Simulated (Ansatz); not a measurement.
# Optical response of Rb2H2SO (model structure), part 3 of 3

What colour and refractive index does Rb2H2SO (model structure) have at this level of theory? The cell was made here by substitution or stacking, whether or not such a phase is known. It was built so: 1 of the 2 S atoms of the cell replaced by O in the P2_1/m structure of RbHS.

Ansatz 0.2.0; DFT, PBE, plane-wave PAW, default files, scalar-relativistic, independent-particle optical response without local fields.

So far, electronic dielectric constant ε∞, mean over x, y and z (by symmetry where fewer were run): step 4 (spectrum) 2.77.

## Step 5: Static response with local fields

A static field by perturbation theory: the induced potential is included, and the Born charges come with it.

This step: DFT, PBE, plane-wave PAW, default files, scalar-relativistic, static field response by perturbation theory with local fields (Ansatz 0.2.0).

input.yaml reads:

```yaml
crystal:
  lattice:
    - [4.3758404219, 0.0, 0.0542500278]
    - [0.0, 4.6590477411, 0.0]
    - [-1.2429906284, 0.0, 7.0586970105]
  atoms:
    - { symbol: Rb, position: [0.7405335979, 0.75, 0.1501050709] }
    - { symbol: Rb, position: [0.1503171524, 0.25, 0.7524112427] }
    - { symbol: S, position: [0.2647563218, 0.25, 0.2825680424] }
    - { symbol: O, position: [0.6924222762, 0.75, 0.7774106126] }
    - { symbol: H, position: [0.6062341948, 0.75, 0.643783667] }
    - { symbol: H, position: [0.5457364568, 0.25, 0.3937213644] }
kpoints:
  mp_grid: { grid: [5, 5, 3] }
scf:
  occupations: { method: fixed }
hamiltonian:
  xc: pbe
  pseudopotentials: { kind: paw }
dielectric: {}
```

Command:

```console
$ ansatz run input.yaml --threads 2 --pin off --max-ram 5120MiB --backend cpu --events-out ev --progress --plain --runs-dir out
```

Numbers of over 12 decimals in the logs are rounded to 6 here.

What it wrote:

```text
[...]
Crystal: 6 atoms, lattice volume = 144.222 Å³
Basis set: ecut = 420 eV, 2819 PW (Γ), exchange–correlation on 60×64×96 points (8 copies of the dense FFT grid, shifted against one another)
Bands: 22, of which v1, the nominal top of the filled ones, is band 16 counted from 1 (15 counted from 0)
Symmetry: 2 space group operations
k-points: 38 of 75 (irreducible under 1 space group operation, time reversal used)
[...]
SCF iter   1: F=—  HF=-8039.509454 eV  |F-HF|=—  |Δ(HF+E_count)|=         —  Δρ=1.13e-3  dr2=1.78e-3  ethr=1.77e-3  ⟨swp⟩=5.0  Hψ=3815  notcnv=0  defer=150
[...]
SCF iter   9: F=-8039.509880 eV  HF=-8039.509880 eV  |F-HF|=2.73e-11  |Δ(HF+E_count)|=  9.17e-10  Δρ=1.18e-7  dr2=3.10e-11  ethr=1.00e-12  ⟨swp⟩=11.0  Hψ=4812  notcnv=0
SCF 1 converged in 9 iterations: F = -8039.509880 eV  dr2 = 3.10e-11
[...]
DFPT response loops at Γ: preconditioner auto → Resta (q_TF=auto, 2.123 Å⁻¹)  ε∞=4.5 (no band partly filled); β = 1.00, the filter's whole step (`scf.mixing.beta` (0.50) is not read by the response loops at its default; to damp them type it under 1.00, their step now; it binds the ground state too); Broyden in place of MSR1
── the response to a field inside a basis, on 6×6×4 k-points: an SCF that follows is theirs, and a resumed run solves both again ──
Bands: 17, of which v1, the nominal top of the filled ones, is band 16 counted from 1 (15 counted from 0)
k-points: 36 of 144 (time reversal used)
[...]
Eigensolver: Dense (36 Hₖ)
SCF iter   1: F=—  HF=-8039.506433 eV  |F-HF|=—  |Δ(HF+E_count)|=         —  Δρ=1.92e-4  dr2=1.13e-5  ethr=1.00e-1
[...]
SCF iter   4: F=-8039.506439 eV  HF=-8039.506439 eV  |F-HF|=8.21e-9  |Δ(HF+E_count)|=   4.23e-7  Δρ=2.25e-6  dr2=5.68e-9  ethr=1.94e-9
SCF 1 converged in 4 iterations: F = -8039.506439 eV  dr2 = 5.68e-9
[...]
SCF converged after 9 iterations
Free energy (F): -8039.509880 eV
[...]
Internal energy: -8039.509880 eV  (E = F + TS)
E sigma→0 (E₀):  -8039.509880 eV
Fermi energy:    1.803903 eV
[...]
--- Band table (eV; the first three rows and the last of 38) ---
  k-point 0: bands = [... 12 lower, 1.4329, 1.6734, 1.7436, 1.8039, 4.7121, 6.2793, 7.8015, 8.3136, ... 2 higher]
  k-point 1: bands = [... 12 lower, 1.2841, 1.6171, 1.7923, 1.7940, 5.3352, 6.3196, 7.0132, 7.8661, ... 2 higher]
  k-point 2: bands = [... 12 lower, 1.3293, 1.4633, 1.5649, 1.7531, 5.2148, 6.6600, 7.5443, 7.8302, ... 2 higher]
  k-point 37: bands = [... 12 lower, 1.0320, 1.4076, 1.4777, 1.6050, 6.2810, 7.1828, 7.8766, 8.1642, ... 2 higher]
--- Dielectric response (ions clamped): 3 representative field directions + reference, inside a basis on a mesh of 144 k-points (Σ response iterations 18) ---
  ε∞ (high-frequency dielectric tensor):
        2.539764     0.000000    -0.081346
        0.000000     2.566670     0.000000
       -0.081346     0.000000     2.429046
  Born effective charges Z* (e; rows j = field, columns β = displacement):
    site 0:
         1.12873    0.00000    0.01720
         0.00000    1.07545    0.00000
         0.00175    0.00000    1.16062
    site 1:
         1.14840    0.00000   -0.02553
         0.00000    1.16444    0.00000
        -0.02530    0.00000    1.17871
    site 2:
        -1.14126    0.00000    0.08808
         0.00000   -1.13955    0.00000
         0.08482    0.00000   -1.04673
    site 3:
        -1.37377    0.00000    0.07412
         0.00000   -1.50715    0.00000
         0.10487    0.00000   -1.23070
    site 4:
         0.26205    0.00000   -0.05073
         0.00000    0.35806    0.00000
        -0.05926    0.00000   -0.07148
    site 5:
        -0.02415    0.00000   -0.10315
         0.00000    0.04874    0.00000
        -0.10688    0.00000    0.00957
  Z* charge neutrality: 2.550e-3 e pre-enforcement
  solved inside a basis spanned on kpoints, on 6×6×4 k-points, its susceptibility summed on 8×8×6: ε∞ is read to err by 6.7e-3, Z* by 1.1e-2 e (field_mesh: kpoints solves on kpoints); Z* is corrected for what the basis lacks
```

It took 38 s on 2 threads of Intel Xeon Platinum 8488C (Sapphire Rapids), shared host; peak memory 0.94 GiB; 73 s of CPU time.

This step gave:

- electronic dielectric constant ε∞, mean over x, y and z (by symmetry where fewer were run): 2.512

ε∞ with local fields:

```
 2.54  0.00 -0.08
 0.00  2.57  0.00
-0.08  0.00  2.43
```

Diagonal elements. Born, by row:

| atom | Z*xx (e) | Z*yy (e) | Z*zz (e) |
| --- | --- | --- | --- |
| Rb1 | 1.129 | 1.075 | 1.161 |
| Rb2 | 1.148 | 1.164 | 1.179 |
| S3 | -1.141 | -1.14 | -1.047 |
| O4 | -1.374 | -1.507 | -1.231 |
| H5 | 0.262 | 0.358 | -0.071 |
| H6 | -0.024 | 0.049 | 0.01 |

The principal values of the ε∞ with local fields are 2.39, 2.57 and 2.58.

## Step 6: Results

```yaml
gap_on_the_path: 2.91 eV
least_direct_gap_on_the_path: 2.91 eV
electronic_dielectric_constant_eps_infinity_mean_over_x_y_and_z_by_symmetry_where_fewer_were_run_independent_particles: 2.77
absorption_onset_first_axis_alpha_over_1e4_cm_minus1_or_the_direct_gap_if_that_lies_higher: 3.07 eV
main_peak_of_im_epsilon_first_axis: 8.54 eV
photocurrent_from_vertical_transitions_in_a_film_500_nm_thick_on_a_perfect_mirror_two_passes_am1p5g_no_front_reflection_all_carriers_collected: 1.94 mA/cm²
electronic_dielectric_constant_eps_infinity_mean_over_x_y_and_z_by_symmetry_where_fewer_were_run_static_response_with_local_fields: 2.51
```

**Reading.** At this level (PBE, independent particles) Rb2H2SO has a mean ε∞ = 2.77 (2.51 with local fields) and n = 1.68 at 1550 nm (E ∥ x); absorption sets in near 3.1 eV, and Im ε peaks at 8.5 eV (E ∥ x). The cell grew by 5.3 % in volume. The gap on the path is direct, 2.91 eV. The absorption coefficient passes 10⁴ cm⁻¹ at 3.07 eV, inside the visible range. Distinct maxima of Im ε, read by a parabola through the highest points, lie at 5.15 eV (2.9), 8.54 eV (4.5), 15.42 eV (2.2) and 18.10 eV (1.9) for E ∥ x. The static values by axis are 2.81 (x), 2.76 (y), 2.75 (z). The f-sum over the summed bands holds 26.2 of the cell's 32 electrons outside the frozen cores. Up to 20 eV the strength has a mean oscillator energy of 10.3 eV, close to the main peak. Through 1 µm of it, D65 light comes out colourless (x = 0.317, y = 0.337; 87 % transmitted). In the base spectrum excitons and phonon-assisted transitions are missing, and so are local fields; PBE gaps are as a rule too small, which pulls the onset down and ε∞ up. In the base run ε includes the program's bounded estimate of what the bands above those summed add.

[Logs are printed without paths, hosts, clocks, repeated set-up lines and the standing remarks that a program may print on its own settings, such as how far it seeks lower states.]

[Hosts, paths, dates, database ids (printed as entryN), source tags and the programs' standing remarks are cut or masked in the printed files.]
